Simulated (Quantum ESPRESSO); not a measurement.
# BP (F-43m): from Born charge to LO-TO splitting

Wanted: the LO mode of BP (F-43m) from the TO mode and the field response.

Main program and level: Quantum ESPRESSO 7.5; DFT LDA, scalar-relativistic, plane waves, PseudoDojo norm-conserving pseudopotentials.

**1. Set-up**

Symmetry: F-43m, No. 216, cubic system. The conventional cell has a = 4.487 Å, b = 4.487 Å, c = 4.487 Å, α = 90.00°, β = 90.00°, γ = 90.00°. B has 4 P at 1.94 Å nearest. Nearest to P lie 4 B at 1.94 Å. Farther neighbours are not listed.

Structure file:

```cif
data_structure
_symmetry_space_group_name_H-M 'P 1'
_symmetry_Int_Tables_number 1
_cell_length_a 3.1729
_cell_length_b 3.1729
_cell_length_c 3.1729
_cell_angle_alpha 60.000
_cell_angle_beta 60.000
_cell_angle_gamma 60.000
_cell_volume 22.59
loop_
_atom_site_label
_atom_site_type_symbol
_atom_site_fract_x
_atom_site_fract_y
_atom_site_fract_z
_atom_site_occupancy
B1 B 0.00000 0.00000 0.00000 1
P2 P 0.25000 0.25000 0.25000 1
```

This is the cell after its relaxation at this level of theory, not the database cell from which that began.

**2. What the response run gave**

A linear-response run on the relaxed cell, with the response to an electric field; only its zone-centre results are used. Cutoff 84 Ry, k mesh 12×12×12.

Output:

```text
[banners, grids, parts of the stress and lines that vanish by symmetry left out]
Program PHONON v.7.5
     Reading xml data from directory:

[...]
Exchange-correlation= PW
                           (   1   4   0   0   0   0   0)
[...]
(   8 q-points):
[...]
kinetic-energy cut-off    =      84.0000  Ry
     charge density cut-off    =     336.0000  Ry
     convergence threshold     =      1.0E-18
[...]
Exchange-correlation= PW
                           (   1   4   0   0   0   0   0)
[...]
q = (   0.0000000   0.0000000   0.0000000 )
     25 Sym.Ops. (with q -> -q+G )
     G cutoff =  305.9710  (  15905 G-vectors)     FFT grid: ( 36, 36, 36)
     number of k points=    72
[...]
Mode symmetry, T_d (-43m)  point group:
[...]
Dielectric constant
[...]
End of electric fields calculation
          Dielectric constant in cartesian axis
          (       9.159297068       0.000000000      -0.000000000 )
          (       0.000000000       9.159297068       0.000000000 )
          (      -0.000000000       0.000000000       9.159297068 )
          Effective charges (d Force / dE) in cartesian axis without acoustic sum rule applied (asr)
           atom    1  B     Mean Z*:       -0.64515
      Ex  (       -0.64515       -0.00000       -0.00000 )
      Ey  (       -0.00000       -0.64515       -0.00000 )
      Ez  (       -0.00000       -0.00000       -0.64515 )
           atom    2  P     Mean Z*:        0.64151
      Ex  (        0.64151       -0.00000       -0.00000 )
      Ey  (       -0.00000        0.64151        0.00000 )
      Ez  (       -0.00000        0.00000        0.64151 )
          Effective charges Sum: Mean:       -0.00364
[...]
Effective charges (d Force / dE) in cartesian axis with asr applied:
           atom    1  B     Mean Z*:       -0.64333
[...]
atom    2  P     Mean Z*:        0.64333
[...]
Representation #   1 modes #   1   2   3
[...]
End of self-consistent calculation
     Convergence has been achieved
     Representation #   2 modes #   4   5   6
[...]
End of self-consistent calculation
     Convergence has been achieved
[...]
Dielectric constant in cartesian axis
          (       9.159297068       0.000000000      -0.000000000 )
          (       0.000000000       9.159297068       0.000000000 )
          (      -0.000000000       0.000000000       9.159297068 )
          Effective charges (d Force / dE) in cartesian axis without acoustic sum rule applied (asr)
           atom    1  B     Mean Z*:       -0.64515
[...]
Mode symmetry, C_s (m)     point group:
[...]
q = (    0.530330086  -0.176776695   0.530330086 )
[...]
Mode symmetry, C_s (m)     point group:
     freq (   1-   1) =        284.8  [cm-1]   --> A''
     freq (   2-   2) =        367.8  [cm-1]   --> A'
     freq (   3-   3) =        465.3  [cm-1]   --> A'
     freq (   4-   4) =        718.4  [cm-1]   --> A'
     freq (   5-   5) =        747.0  [cm-1]   --> A''
     freq (   6-   6) =        805.6  [cm-1]   --> A'
[...]
Mode symmetry, C_s (m)     point group:
[...]
q = (    0.353553391   0.000000000   0.353553391 )
[...]
Mode symmetry, C_s (m)     point group:
     freq (   1-   1) =        263.0  [cm-1]   --> A''
     freq (   2-   2) =        358.1  [cm-1]   --> A'
     freq (   3-   3) =        418.8  [cm-1]   --> A'
     freq (   4-   4) =        730.2  [cm-1]   --> A'
     freq (   5-   5) =        758.5  [cm-1]   --> A''
     freq (   6-   6) =        807.6  [cm-1]   --> A'
[...]
Mode symmetry, D_2d (-42m) point group:
[...]
Representation #   3 modes #   3   4
[...]
Convergence has been achieved
     Representation #   4 modes #   5   6
[...]
Convergence has been achieved
[...]
q = (    0.000000000  -0.707106781   0.000000000 )
[...]
freq (    5) =      21.876528 [THz] =     729.722441 [cm-1]
     freq (    6) =      24.110792 [THz] =     804.249448 [cm-1]
[...]
Mode symmetry, D_2d (-42m) point group:
     freq (   1-   2) =        313.0  [cm-1]   --> E    X_5  W_3
     freq (   3-   3) =        536.8  [cm-1]   --> A_1  X_1  W_1
     freq (   4-   5) =        729.7  [cm-1]   --> E    X_5  W_3
     freq (   6-   6) =        804.2  [cm-1]   --> B_2  X_3  W_2
[...]
Mode symmetry, S_4 (-4)    point group:
[...]
Convergence has been achieved
[...]
Convergence has been achieved
[...]
Convergence has been achieved
[...]
Convergence has been achieved
     Representation #   5 mode #   5
[...]
End of self-consistent calculation
     Convergence has been achieved
     Representation #   6 mode #   6
[...]
End of self-consistent calculation
     Convergence has been achieved
[...]
q = (   -0.353553391  -0.707106781   0.000000000 )
[...]
freq (    1) =      11.109701 [THz] =     370.579732 [cm-1]
     freq (    2) =      12.521323 [THz] =     417.666390 [cm-1]
     freq (    3) =      13.320054 [THz] =     444.309167 [cm-1]
     freq (    4) =      20.499808 [THz] =     683.799975 [cm-1]
     freq (    5) =      21.876746 [THz] =     729.729693 [cm-1]
     freq (    6) =      24.047229 [THz] =     802.129233 [cm-1]
[...]
Mode symmetry, S_4 (-4)    point group:
     freq (   1-   1) =        370.6  [cm-1]   --> E*   W_2
     freq (   2-   2) =        417.7  [cm-1]   --> B    W_3
     freq (   3-   3) =        444.3  [cm-1]   --> A    W_1
     freq (   4-   4) =        683.8  [cm-1]   --> E    W_4
     freq (   5-   5) =        729.7  [cm-1]   --> B    W_3
     freq (   6-   6) =        802.1  [cm-1]   --> E*   W_2

   JOB DONE.
```

```
                       quantity   value
             cell volume Ω (Å³)  22.586
                  mass of B (u)  10.810
                  mass of P (u)  30.974
      Born charge of B, raw (e)  -0.645
      Born charge of P, raw (e)   0.641
                             ε∞   9.159
ω(TO) after the sum rule (cm⁻¹)   821.2
```

**3. The calculation**

The charges must sum to zero over the cell; taking off their mean, -0.002 e, leaves Z* = -0.643 e on B. In the polar mode B moves against P, so the reduced mass is μ = 10.81 × 30.97 / 41.78 = 8.013 u.

A longitudinal wave builds up a field that adds to the restoring force: ω(LO)² = ω(TO)² + 4π Z*² / (μ Ω ε∞), in Hartree atomic units. With μ = 14607 electron masses and Ω = 152.42 bohr³ the second term is 2.5506e-07 Ha², or 12286 cm⁻² (1 Ha = 219474.6 cm⁻¹).

So ω(LO) = √(674304 + 12286) = 828.6 cm⁻¹, and by the Lyddane-Sachs-Teller relation ε₀ = ε∞ (ω(LO)/ω(TO))² = 9.33.

**4. Check against the program**

The analysis program adds the same non-analytic term to the full matrix, here for q along (1 0 0).

Output:

```text
[banner, memory and clock lines left out]
Program DYNMAT v.7.5

     Reading Dynamical Matrix from file x.dyn1
     ...Force constants read
     ...epsilon and Z* read

     Polarizability (A^3 units)
     multiply by 0.268834 for Clausius-Mossotti correction
        14.665007    0.000000   -0.000000
         0.000000   14.665007    0.000000
        -0.000000    0.000000   14.665007

     IR activities are in (D/A)^2/amu units

# mode   [cm-1]    [THz]      IR
    1     -0.00   -0.0000    0.0000
    2     -0.00   -0.0000    0.0000
    3      0.00    0.0000    0.0000
    4    821.16   24.6179    1.1916
    5    821.16   24.6179    1.1916
    6    828.61   24.8411    1.1916
```

ε₀ comes from the program's run without a direction of q.

```
    quantity  by hand  program
ω(LO) (cm⁻¹)    828.6    828.6
          ε₀     9.33     9.33
```

**5. What came out**

```yaml
to_mode: 821.2 cm⁻¹
lo_mode: 828.6 cm⁻¹
static_dielectric_constant: 9.326
```

**Reading.** The LO mode of BP (F-43m) lies at 829 cm⁻¹, 7 cm⁻¹ above the TO mode; the formula meets the program within 0.1 cm⁻¹, as it must for a cubic crystal with one polar mode. ω(LO)² − ω(TO)² goes with Z*²/ε∞: an error of 5 % in ε∞ would move the LO mode by 0.4 cm⁻¹, and semilocal functionals tend to overestimate ε∞. These are harmonic values at zero temperature, at the volume of this functional, for the structure held cubic; stability elsewhere in the zone is no part of this calculation.

[Host names and launcher messages were left out of these logs when they were recorded.]

[Logs are printed without paths, hosts, clocks, repeated set-up lines and the standing remarks that a program may print on its own settings, such as how far it seeks lower states.]

[Hosts, paths, dates, database ids (printed as entryN), source tags and the programs' standing remarks are cut or masked in the printed files.]
